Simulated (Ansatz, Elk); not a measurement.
## Bonding as seen by X-rays: TlCuIF

Structure refinements treat a crystal as free atoms side by side. For a made-up structure of TlCuIF (cell and positions from a PBE relaxation) the runs below show what the calculated density changes in F(hkl).

Calculated with Elk 11.2.3 (patched build); DFT, PBE, all-electron APW+lo, Dirac cores, scalar-relativistic bands, static density, no spin.

The structure was built from a prototype and need not be the compound's stable phase.

### 1. The structure

The structure is tetragonal, space group P4/mmm (No. 123). The conventional cell has a = 5.387 Å, b = 5.387 Å, c = 4.939 Å, α = 90.00°, β = 90.00°, γ = 90.00°. Nearest to Tl lie 2 F at 2.47 Å. Nearest to I lie 2 Cu at 2.47 Å. Nearest to Cu lie 2 I at 2.47 Å. Nearest to F lie 2 Tl at 2.47 Å. Farther neighbours and most contacts between anions are not listed.

### 2. Ground state and structure factors

An all-electron density is needed, since X-rays see the cores too. Task 0 finds the density and task 195 Fourier-transforms it; tshift is off so that phases refer to the origin typed.

Input file elk.in:

```
tasks
  0
  195

xctype
  20

spinpol
  .false.

rgkmax
  7.0

gmaxvr
  14.0

lmaxo
  7

lmaxapw
  8

swidth
  0.002

tshift
  .false.

ramdisk
  .false.

hmaxvr
  5.5

maxscl
  120

epspot
  1e-06

sppath
  './'

avec
  10.17974193526 0.00000000000 0.00000000000
  0.00000000000 10.17974193526 0.00000000000
  0.00000000000 0.00000000000 9.33348504440

atoms
  4
  'Tl.in'
  1
  -0.0000000000 0.0000000000 0.0000000000   0.000000 0.000000 0.000000
  'I.in'
  1
  0.5000000000 0.5000000000 0.0000000000   0.000000 0.000000 0.000000
  'Cu.in'
  1
  0.5000000000 0.5000000000 0.5000000000   0.000000 0.000000 0.000000
  'F.in'
  1
  0.0000000000 -0.0000000000 0.5000000000   0.000000 0.000000 0.000000

ngridk
  4 4 5
```

Launch:

```
> OMP_NUM_THREADS=4 elk
```

Numbers of over 12 decimals in the logs are rounded to 6 here.

What it wrote:

```text
┌─────────────────────────┐
│ Elk code version 11.2.3 │
└─────────────────────────┘

All units are atomic (Hartree, Bohr, etc.)

┌─────────────────────────────────────────────────┐
│ Ground-state run starting from atomic densities │
└─────────────────────────────────────────────────┘

Lattice vectors :
   10.17974194       0.000000000       0.000000000
   0.000000000       10.17974194       0.000000000
   0.000000000       0.000000000       9.333485044

Reciprocal lattice vectors :
  0.6172244196       0.000000000       0.000000000
   0.000000000      0.6172244196       0.000000000
   0.000000000       0.000000000      0.6731874833

Unit cell volume      :    967.2024162
Brillouin zone volume :   0.2564615320

Muffin-tin inner radius fraction :   0.1000000000E-01

Nuclei treated as point charges

Species : 1 (Tl)
 parameters loaded from : Tl.in
 name : thallium
 nuclear charge    :   -81.00000000
 electronic charge :    81.00000000
 atomic mass :    372567.9643
 muffin-tin radius :    2.693099805
 number of radial points in muffin-tin :   1393
 inner part over the whole radius :   0.9886751449E-02
 number on inner part of muffin-tin    :    999
 approximate nuclear radius :   0.1043008296E-03
 number of mesh points to nuclear radius :    526
 atomic positions (lattice), magnetic fields (Cartesian) :
  1 :   0.00000000  0.00000000  0.00000000    0.00000000  0.00000000  0.00000000

Species : 2 (I)
 parameters loaded from : I.in
 name : iodine
 nuclear charge    :   -53.00000000
 electronic charge :    53.00000000
 atomic mass :    231332.6972
 muffin-tin radius :    2.400706112
 number of radial points in muffin-tin :   1193
 inner part over the whole radius :   0.9925755595E-02
 number on inner part of muffin-tin    :    849
 approximate nuclear radius :   0.9002358621E-04
 number of mesh points to nuclear radius :    433
 atomic positions (lattice), magnetic fields (Cartesian) :
  1 :   0.50000000  0.50000000  0.00000000    0.00000000  0.00000000  0.00000000

Species : 3 (Cu)
 parameters loaded from : Cu.in
 name : copper
 nuclear charge    :   -29.00000000
 electronic charge :    29.00000000
 atomic mass :    115837.2717
 muffin-tin radius :    2.216036411
 number of radial points in muffin-tin :    993
 inner part over the whole radius :   0.9970022369E-02
 number on inner part of muffin-tin    :    700
 approximate nuclear radius :   0.7406004541E-04
 number of mesh points to nuclear radius :    338
 atomic positions (lattice), magnetic fields (Cartesian) :
  1 :   0.50000000  0.50000000  0.50000000    0.00000000  0.00000000  0.00000000

Species : 4 (F)
 parameters loaded from : F.in
 name : fluorine
 nuclear charge    :   -9.000000000
 electronic charge :    9.000000000
 atomic mass :    34631.97045
 muffin-tin radius :    1.923642718
 number of radial points in muffin-tin :    593
 inner part over the whole radius :   0.9819631639E-02
 number on inner part of muffin-tin    :    409
 approximate nuclear radius :   0.5278478738E-04
 number of mesh points to nuclear radius :    175
 atomic positions (lattice), magnetic fields (Cartesian) :
  1 :   0.00000000  0.00000000  0.50000000    0.00000000  0.00000000  0.00000000

Total number of atoms per unit cell :    4
Total muffin-tin volume :    215.1759888
 ratio of muffin-tin to unit cell volume :   0.2224725510

Spin treatment :
 spin-unpolarised

Number of Bravais lattice symmetries :   16
Number of crystal symmetries         :   16
Crystal has inversion symmetry
Real symmetric eigensolver will be used

k-point grid :      4     4     5
k-point offset :    0.000000000       0.000000000       0.000000000
k-point set is reduced with full crystal symmetry group
Total number of k-points :       18

Muffin-tin radius times maximum |G+k| :    7.000000000
 using average radius
Maximum |G+k| for APW functions       :    3.032441149
Maximum (1/2)|G+k|²                   :    4.597849662
Maximum |G| for potential and density :    14.00000000
Constant for pseudocharge density :    9
[...]
(states/Hartree/unit cell)

Estimated indirect band gap :   0.2594502404E-01
 from k-point 15 to k-point 1
Estimated direct band gap   :   0.3474698018E-01
 at k-point 1

Charges :
 core                        :    112.0000000
 valence                     :    60.00000000
 interstitial                :    5.913573926
 muffin-tins (core leakage)
  species : 1 (Tl)
   atom 1                    :    79.12422586     (  0.7112714763E-04)
  species : 2 (I)
   atom 1                    :    50.30955346     (  0.6599149002E-03)
  species : 3 (Cu)
[...]
species : 4 (F)
[...]
total in muffin-tins        :    166.0864261
 total calculated charge     :    171.9975536
 total charge                :    172.0000000
 error                       :   0.2446426612E-02

RMS change in Kohn-Sham potential (target) :   0.5553164887     (  0.1000000000E-05)
Absolute change in total energy (target)   :   0.2511645557     (  0.1000000000E-03)

[... loops 3 to 16 left out ...]

┌──────────────────┐
│ Loop number : 17 │
└──────────────────┘

Energies :
 Fermi                       :     0.34728256198938E-01
 sum of occupied eigenvalues :     -17885.762251626
 electron kinetic            :      32843.640940521
 core electron kinetic       :      32213.521228407
 Coulomb                     :     -61364.530797645
 Coulomb potential           :     -49891.064150891
 nuclear-nuclear             :     -1986.7976599616
 electron-nuclear            :     -68890.665932530
 Hartree                     :      9512.9327948472
 Madelung                    :     -36418.998722200
 xc potential                :     -838.33904125627
 exchange                    :     -632.15025313573
 correlation                 :     -9.496339
 electron entropic           :    -0.23969432297797E-04
 total energy                :     -29162.536473594

Density of states at Fermi energy :    1.020948581
 (states/Hartree/unit cell)

Estimated indirect band gap :   0.1649538990E-01
 from k-point 15 to k-point 1
Estimated direct band gap   :   0.7895451745E-01
 at k-point 1

Charges :
 core                        :    112.0000000
 valence                     :    60.00000000
 interstitial                :    5.896153605
 muffin-tins (core leakage)
  species : 1 (Tl)
[...]
species : 2 (I)
[...]
species : 3 (Cu)
[...]
species : 4 (F)
[...]
total in muffin-tins        :    166.1038464
 total calculated charge     :    171.9975208
 total charge                :    172.0000000
 error                       :   0.2479206008E-02

RMS change in Kohn-Sham potential (target) :   0.6241961969E-06 (  0.1000000000E-05)
Absolute change in total energy (target)   :   0.1352423715E-04 (  0.1000000000E-03)

Convergence targets achieved

┌──────────────────┐
│ Loop number : 18 │
└──────────────────┘

Energies :
 Fermi                       :     0.34728169621514E-01
 sum of occupied eigenvalues :     -17885.762260503
 electron kinetic            :      32843.640950820
 core electron kinetic       :      32213.521231859
 Coulomb                     :     -61364.530805898
 Coulomb potential           :     -49891.064155745
 nuclear-nuclear             :     -1986.7976599616
 electron-nuclear            :     -68890.665944059
 Hartree                     :      9512.9327981233
 Madelung                    :     -36418.998728025
 xc potential                :     -838.33905557864
 exchange                    :     -632.15025409448
 correlation                 :     -9.496339
 electron entropic           :    -0.23968800320664E-04
 total energy                :     -29162.536472522

Density of states at Fermi energy :    1.020917255
 (states/Hartree/unit cell)

Estimated indirect band gap :   0.1649550977E-01
 from k-point 15 to k-point 1
Estimated direct band gap   :   0.7895453895E-01
 at k-point 1

Charges :
 core                        :    112.0000000
 valence                     :    60.00000000
 interstitial                :    5.896153080
 muffin-tins (core leakage)
  species : 1 (Tl)
[...]
species : 2 (I)
   atom 1                    :    50.33733613     (  0.6516986881E-03)
  species : 3 (Cu)
   atom 1                    :    27.71406644     (  0.4525573923E-03)
  species : 4 (F)
   atom 1                    :    8.815201456     ( -0.2922905269E-06)
 total in muffin-tins        :    166.1038469
 total calculated charge     :    171.9975208
 total charge                :    172.0000000
 error                       :   0.2479206454E-02

┌──────────────────────────────┐
│ Self-consistent loop stopped │
└──────────────────────────────┘

Warning : core states of species 2 leak from the muffin-tin :   0.6516986881E-03

Warning : core states of species 3 leak from the muffin-tin :   0.4525573923E-03

Wrote STATE.OUT
```

Wall time 31 s (4 threads of Intel Xeon Platinum 8375C at 2.90GHz (Ice Lake), shared host); peak memory 0.24 GiB; 68 s of CPU time.

SFACRHO.OUT:

```text

h k l indices transformed by vhmat matrix:
   1.000000000       0.000000000       0.000000000    
   0.000000000       1.000000000       0.000000000    
   0.000000000       0.000000000       1.000000000    

      h      k      l  multipl.   |H|            Re(F)            Im(F)           |F|

      0      0      0      1   0.0000000       172.00000      0.10753952E-15   172.00000    
      0     -1      0      4  0.61722442       9.0766582     -0.86855204E-14   9.0766582    
      0      0      1      2  0.67318748       90.204092     -0.10456330E-13   90.204092    
      1     -1      0      4  0.87288715       155.53178     -0.88987890E-14   155.53178    
      1      0      1      8  0.91331669       44.762640     -0.27783331E-14   44.762640    
      1     -1      1      8   1.1023218       84.131149     -0.48662966E-14   84.131149    
      0      2      0      4   1.2344488       144.30864     -0.16084276E-13   144.30864    
      0      0     -2      2   1.3463750       140.88681     -0.18467802E-13   140.88681    
     -2      1      0      8   1.3801558       9.9909347     -0.36082427E-13   9.9909347    
      0      2     -1      8   1.4060744       79.943016      0.47876764E-14   79.943016    
      0     -1     -2      8   1.4811116       10.033613     -0.17059032E-13   10.033613    
      2     -1      1     16   1.5355817       41.856694      0.15250300E-13   41.856694    
      1     -1     -2      8   1.6045739       133.16044     -0.23180695E-13   133.16044    
     -2     -2      0      4   1.7457743       129.16344      0.29287499E-13   129.16344    
      0      2     -2      8   1.8266334       126.87476     -0.23430739E-13   126.87476    
      3      0      0      4   1.8516733       9.7590857      0.21524704E-13   9.7590857    
      2      2      1      8   1.8710717       74.239338     -0.78117880E-14   74.239338    
     -2      1     -2     16   1.9280963       9.6832263     -0.31774964E-13   9.6832263
```

Elk indexes on the primitive cell of elk.in and gives |H| = 4π sin θ/λ in inverse bohr. Below, one row stands for each form hkl of the conventional cell (m members, Friedel mates merged), F is for one primitive cell and the density is static (no thermal factor). Free-atom factors are Waasmaier and Kirfel's, and R is Σm||F|−|F'||/Σm|F|.

```
hkl   m  sin θ/λ (Å⁻¹)  abs F, DFT  neutral atoms   diff.     ions   diff.
100   4          0.093       9.077          8.753  +0.324    9.204  -0.128
001   2          0.101      90.204         90.407  -0.203   90.087  +0.117
110   4          0.131     155.532        155.303  +0.229  155.607  -0.075
101   8          0.137      44.763         45.386  -0.624   44.670  +0.093
111   8          0.166      84.131         84.157  -0.025   83.777  +0.354
200   4          0.186     144.309        144.307  +0.002  144.551  -0.242
002   2          0.203     140.887        140.928  -0.041  141.133  -0.246
210   8          0.207       9.991          9.675  +0.316    9.888  +0.103
201   8          0.211      79.943         79.889  +0.054   79.585  +0.358
102   8          0.223      10.034          9.678  +0.356    9.831  +0.202
211  16          0.231      41.857         42.123  -0.266   42.132  -0.276
112   8          0.241     133.160        133.335  -0.175  133.450  -0.290
220   4          0.263     129.163        129.334  -0.171  129.406  -0.243
202   8          0.275     126.875        127.097  -0.222  127.147  -0.272
300   4          0.279       9.759          9.546  +0.213    9.530  +0.229
221   8          0.281      74.239         74.107  +0.132   73.937  +0.303
212  16          0.290       9.683          9.506  +0.177    9.466  +0.218
310   8          0.293     123.502        123.712  -0.210  123.736  -0.234
301   8          0.296      39.098         39.280  -0.181   39.322  -0.224
003   2          0.304      72.537         72.441  +0.096   72.303  +0.234
311  16          0.310      72.053         71.949  +0.104   71.820  +0.232
103   8          0.318      38.171         38.319  -0.148   38.359  -0.188
```

The ions are Tl+, Cu+, I− and F−, by formal charge.

### 3. The highest occupied states alone

An energy window below the Fermi level keeps the highest occupied states, to see at which angles they scatter; shallow core shells can lie inside it and anion s states outside. No new self-consistency is needed.

Changes to elk.in since step 2:

```diff
@@ -1,3 +1,2 @@
 tasks
-  0
   195
@@ -40,2 +39,5 @@
 
+wsfac
+  -0.516510 0.334730
+
 sppath
```

Launch:

```
> OMP_NUM_THREADS=4 elk
```

What it wrote:

```text
┌─────────────────────────────────┐
│ Elk code version 11.2.3 started │
└─────────────────────────────────┘

Info(readinput): the functional depends on the density's gradient
 muffin-tin radial points multiplied by    2.00000
 (not where nrmtscf is given)

┌────────────────────┐
│ Current task : 195 │
└────────────────────┘
Info(checkmt): changed muffin-tin radius of species 1 (Tl) from   2.8000 to   2.6931
Info(checkmt): changed muffin-tin radius of species 2 (I) from   2.6000 to   2.4007
Info(checkmt): changed muffin-tin radius of species 3 (Cu) from   2.4000 to   2.2160
Info(checkmt): changed muffin-tin radius of species 4 (F) from   2.0000 to   1.9236

Info(sfacrho): density structure factors written to SFACRHO.OUT

 Energy window :  -0.5165100000      0.3347300000

┌──────────────────┐
│ Elk code stopped │
└──────────────────┘
```

The job ended after 14 s (4 threads; peak memory 0.19 GiB; 18 s of CPU time).

States within 15 eV below the Fermi level hold 36.00 electrons; any levels below the window count with the cores. Their amplitudes can exceed the total, where window and core parts have opposite phase:

```
hkl  sin θ/λ (Å⁻¹)  abs F, window  abs F, all
100          0.093          0.851       9.077
001          0.101          0.095      90.204
110          0.131         24.683     155.532
101          0.137          9.077      44.763
111          0.166          2.963      84.131
200          0.186         18.157     144.309
002          0.203         16.446     140.887
210          0.207          0.976       9.991
201          0.211          4.366      79.943
102          0.223          0.905      10.034
```

(Continued in part 2 of 2.)

[Logs are printed without paths, hosts, clocks, repeated set-up lines and the standing remarks that a program may print on its own settings, such as how far it seeks lower states.]

[Hosts, paths, dates, database ids (printed as entryN), source tags and the programs' standing remarks are cut or masked in the printed files.]
